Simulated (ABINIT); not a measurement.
# LiCl (Fm-3m): a self-consistent loop beyond G0W0, cycle by cycle, part 3 of 3

Aim: iterate the self-energy on LiCl (Fm-3m) and follow the gap from cycle to cycle.

ABINIT 10.8.3; PBE and many-body steps on it, plane waves. Known limits of the many-body steps: not at the basis limit; coarse k mesh.

So far. Step 11 (evGW, cycle 1): Against G0W0 in ABINIT (4×4×4 mesh, 256 bands, screening to 261.2 eV, Godby-Needs plasmon pole), the gap moves by +1.052 eV. Step 14 (evGW, cycle 2): Against the cycle before, the gap moves by +0.085 eV.

## 15. Screening, 4×4×4 mesh, 256 bands, screening to 261.2 eV

This step: RPA screening on PBE, plane waves, norm-conserving pseudopotentials.

File run.abi:

```
acell 3*1.0 Angstrom
rprim 
  0.000000000000 2.571500000000 2.571500000000
  2.571500000000 0.000000000000 2.571500000000
  2.571500000000 2.571500000000 -0.000000000000
ntypat 2
znucl 3 17
natom 2
typat 1 2
xred 
  0.000000000000 0.000000000000 0.000000000000
  0.500000000000 0.500000000000 0.500000000000
pp_dirpath "pseudos"
pseudos "Li.upf, Cl.upf"
ecut 33
ngkpt 4 4 4
nshiftk 1
shiftk 0 0 0
kptopt 1
chksymbreak 0
istwfk *1
occopt 1
irdwfk 1
optdriver 3
nband 256
ecuteps 9.6
inclvkb 2
awtr 1
symchi 1
gwcalctyp 10
mbpt_sciss 4.138 eV
nqptdm 1
qptdm 
  0 0 0
indata_prefix "in"
outdata_prefix "out"
tmpdata_prefix "tmp"
```

On the command line:

```bash
$ OMP_NUM_THREADS=1 mpirun -n 4 abinit run.abi > log
```

The program printed:

```text
.Version 10.8.3 of ABINIT. v10.8.2 released Aug 2026.

 Symmetries : space group Fm -3 m (#225); Bravais cF (face-center cubic)
[... echo of the input left out ...]
== DATASET  1 ==================================================================
-   mpi_nproc: 4, omp_nthreads: 1 (-1 if OMP is not activated)

--- !DatasetInfo
iteration_state: {dtset: 1, }
dimensions: {natom: 2, nkpt: 8, mband: 256, nsppol: 1, nspinor: 1, nspden: 1, mpw: 2120, }
cutoff_energies: {ecut:  33.0, pawecutdg:  -1.0, }
[...]
[... chi0 elements left out ...]
 For q-point:  0.000010 0.000020 0.000030
  dielectric constant =   2.3411
  dielectric constant without local fields =   2.6498

  Average fulfillment of the sum rule on Im[epsilon] for q-point    1 :    100.60  [%]
[... wings left out ...]
== END DATASET(S) ==============================================================
================================================================================

 -outvars: echo values of variables after computation  --------
           etotal      0.0000000000E+00
            nband         256
             nkpt           8
          spgroup         225
 [... the other variables as echoed above ...]

 Calculation completed.
```

Wall time 11 s (4 MPI ranks of Intel Xeon Platinum 8259CL at 2.50GHz (Skylake/Cascade Lake), shared host); peak memory 0.95 GiB; 43 s of CPU time.

Numbers from this step:

```yaml
eps_infinity_with_local_fields_on_this_mesh_along_the_program_s_q_direction: 2.341
the_same_without_local_fields: 2.650
plasma_frequency: 20.14 eV
plane_waves_in_the_screening_matrix: 331
```

This screening uses the functional's bands under a rigid shift, the mean opening of the cycle before.

## 16. Screening, 4×4×4 mesh, 256 bands, screening to 261.2 eV

This step: RPA screening on PBE from quasiparticle energies, plane waves, norm-conserving pseudopotentials.

Edit run.abi of step 15 so:

```diff
@@ -29,7 +29,13 @@
 symchi 1
+irdqps 1
 gwcalctyp 10
-mbpt_sciss 4.138 eV
-nqptdm 1
+nqptdm 7
 qptdm 
-  0 0 0
+  0.2500000000 0.0000000000 0.0000000000
+  0.5000000000 0.0000000000 0.0000000000
+  0.2500000000 0.2500000000 0.0000000000
+  0.5000000000 0.2500000000 0.0000000000
+  -0.2500000000 0.2500000000 0.0000000000
+  0.5000000000 0.5000000000 0.0000000000
+  -0.2500000000 0.5000000000 0.2500000000
 indata_prefix "in"
```

File mrgscr.stdin:

```
2
merged
q0_SCR
out_SCR
1
```

On the command line:

```bash
$ OMP_NUM_THREADS=1 mpirun -n 4 abinit run.abi > log; mrgscr < mrgscr.stdin
```

The program printed:

```text
.Version 10.8.3 of ABINIT. v10.8.2 released Aug 2026.

 Symmetries : space group Fm -3 m (#225); Bravais cF (face-center cubic)
[... echo of the input left out ...]
== DATASET  1 ==================================================================
-   mpi_nproc: 4, omp_nthreads: 1 (-1 if OMP is not activated)

--- !DatasetInfo
iteration_state: {dtset: 1, }
dimensions: {natom: 2, nkpt: 8, mband: 256, nsppol: 1, nspinor: 1, nspden: 1, mpw: 2120, }
cutoff_energies: {ecut:  33.0, pawecutdg:  -1.0, }
[...]
q-point number  1        q = ( 0.250000, 0.000000, 0.000000) [r.l.u.]
--------------------------------------------------------------------------------
[... chi0 elements left out ...]
  Average fulfillment of the sum rule on Im[epsilon] for q-point    2 :    112.64  [%]

--------------------------------------------------------------------------------
  q-point number  2        q = ( 0.500000, 0.000000, 0.000000) [r.l.u.]
--------------------------------------------------------------------------------
[... chi0 elements left out ...]
  Average fulfillment of the sum rule on Im[epsilon] for q-point    3 :    106.41  [%]

 [... 5 further q-points ...]
```

Wall time 85 s (4 MPI ranks); peak memory 1.1 GiB; 5.6 min of CPU time.

This step gave:

```yaml
plasma_frequency: 20.14 eV
plane_waves_in_the_screening_matrix: 331
```

This screening reads the quasiparticle levels of the cycle before.

## 17. evGW, cycle 3

This step: evGW on PBE, plane waves, norm-conserving pseudopotentials.

Edit run.abi of step 16 so:

```diff
@@ -23,12 +23,10 @@
 irdwfk 1
-optdriver 3
+optdriver 4
 nband 256
-ecuteps 9.6
-inclvkb 2
-awtr 1
-symchi 1
-irdqps 1
 gwcalctyp 10
-nqptdm 7
-qptdm 
+ecutsigx 33
+symsigma 1
+nkptgw 8
+kptgw 
+  0.0000000000 0.0000000000 0.0000000000
   0.2500000000 0.0000000000 0.0000000000
@@ -40,2 +38,15 @@
   -0.2500000000 0.5000000000 0.2500000000
+bdgw 
+  1 11
+  1 11
+  1 11
+  1 11
+  1 11
+  1 11
+  1 11
+  1 11
+ecuteps 9.6
+irdscr 1
+ppmodel 1
+irdqps 1
 indata_prefix "in"
```

On the command line:

```bash
$ OMP_NUM_THREADS=1 mpirun -n 4 abinit run.abi > log
```

The program printed:

```text
.Version 10.8.3 of ABINIT. v10.8.2 released Aug 2026.

 Symmetries : space group Fm -3 m (#225); Bravais cF (face-center cubic)
[... echo of the input left out ...]
== DATASET  1 ==================================================================
-   mpi_nproc: 4, omp_nthreads: 1 (-1 if OMP is not activated)

--- !DatasetInfo
iteration_state: {dtset: 1, }
dimensions: {natom: 2, nkpt: 8, mband: 256, nsppol: 1, nspinor: 1, nspden: 1, mpw: 2120, }
cutoff_energies: {ecut:  33.0, pawecutdg:  -1.0, }
[...]
.  kptgw no:  3; Maximum DeltaE = (  -0.068  -0.022) for band index:  2
[...]
.  kptgw no:  7; Maximum DeltaE = (  -0.048  -0.018) for band index:  2
.  kptgw no:  8; Maximum DeltaE = (  -0.034  -0.014) for band index:  2

== END DATASET(S) ==============================================================
================================================================================

 -outvars: echo values of variables after computation  --------
           etotal      0.0000000000E+00
            nband         256
             nkpt           8
          spgroup         225
 [... the other variables as echoed above ...]

 Calculation completed.
```

Wall time 17 min (4 MPI ranks); peak memory 1.4 GiB.

Numbers from this step:

```yaml
quasiparticle_gap_on_the_mesh: 10.16 eV
gap_of_the_density_functional_on_the_mesh: 6.285 eV
k_of_the_valence_top: 0, 0, 0
k_of_the_conduction_bottom: 0, 0, 0
least_direct_quasiparticle_gap_on_the_computed_points: 10.16 eV
```

Against the cycle before, the gap moves by +0.008 eV.

## 18. The runs together

Times are wall times on 4 MPI ranks of Intel Xeon Platinum 8259CL at 2.50GHz (Skylake/Cascade Lake), shared host. The host was busy with other work, so they are no guide to cost. A run's time includes the screening step that it read.

| run | mesh | bands | screening cutoff (eV) | DFT gap (eV) | gap on the mesh (eV) | direct (eV) | ε∞ used | time |
| --- | --- | --- | --- | --- | --- | --- | --- | --- |
| G0W0 | 4×4×4 | 256 | 261.2 | 6.285 | 9.015 | 9.015 | 2.84 | 2.3 min |
| evGW0, cycle 1 | 4×4×4 | 256 | 261.2 | 6.285 | 9.644 | 9.644 | 2.84 | 16 min |
| evGW0, cycle 2 | 4×4×4 | 256 | 261.2 | 6.285 | 9.435 | 9.435 | 2.84 | 15 min |
| evGW0, cycle 3 | 4×4×4 | 256 | 261.2 | 6.285 | 9.449 | 9.449 | 2.84 | 14 min |
| evGW0, cycle 4 | 4×4×4 | 256 | 261.2 | 6.285 | 9.448 | 9.448 | 2.84 | 14 min |
| evGW, cycle 1 | 4×4×4 | 256 | 261.2 | 6.285 | 10.067 | 10.067 | 2.41 | 16 min |
| evGW, cycle 2 | 4×4×4 | 256 | 261.2 | 6.285 | 10.152 | 10.152 | 2.35 | 17 min |
| evGW, cycle 3 | 4×4×4 | 256 | 261.2 | 6.285 | 10.160 | 10.160 | 2.34 | 18 min |

## 19. Outcome

- G0W0: 9.015 eV
- evGW0, cycle 1: 9.644 eV
- evGW0, cycle 2: 9.435 eV
- evGW0, cycle 3: 9.449 eV
- evGW0, cycle 4: 9.448 eV
- evGW, cycle 1: 10.067 eV
- evGW, cycle 2: 10.152 eV
- evGW, cycle 3: 10.160 eV
- known limits: not at the basis limit; coarse k mesh

In words: Only the bands that the input lists are updated; the others, empty or deep, keep the functional's energies or take a rigid shift. The evGW loop starts from the last levels of evGW0, so its cycles and time come on top of those. evGW0 ends at 9.45 eV, +0.43 eV from G0W0, after 4 cycles that took 53 min beside the first screening; the last moved the gap by 0.001 eV. evGW ends at 10.16 eV, +1.14 eV from G0W0, after 3 cycles that took 52 min beside the first screening; the last moved the gap by 0.008 eV. The first cycle of evGW0 takes the full correction, without the factor Z, so it overshoots the one-shot value. Bands and cutoff are finite, so the gap is not at the basis limit. The miss can reach some tenths of an eV and take either sign; the mesh is an error of its own. The 4×4×4 mesh is coarse for this cell, which bears on the long-range parts of exchange and screening. In the updated screening the q = 0 part is built from Kohn-Sham bands under a rigid shift, the other q from the quasiparticle levels.

[Paths, hosts, dates, memory and timing lines, banners, echoed tables and standing remarks are left out of the program output.]

[Logs are printed without paths, hosts, clocks, repeated set-up lines and the standing remarks that a program may print on its own settings, such as how far it seeks lower states.]

[Runs of the session that timed out or met a known fault of the program may be left out.]

[Hosts, paths, dates, database ids (printed as entryN), source tags and the programs' standing remarks are cut or masked in the printed files.]

[G0W0 gaps are taken among the corrected bands and points alone; a level outside them can change the order at an edge.]

[Where Ansatz stands beside ABINIT at settings called matched, ABINIT's density can come from a denser mesh and the files from another edition; pairs whose starting gaps differed by over 0.03 eV were left out, so agreement reads better than it is.]
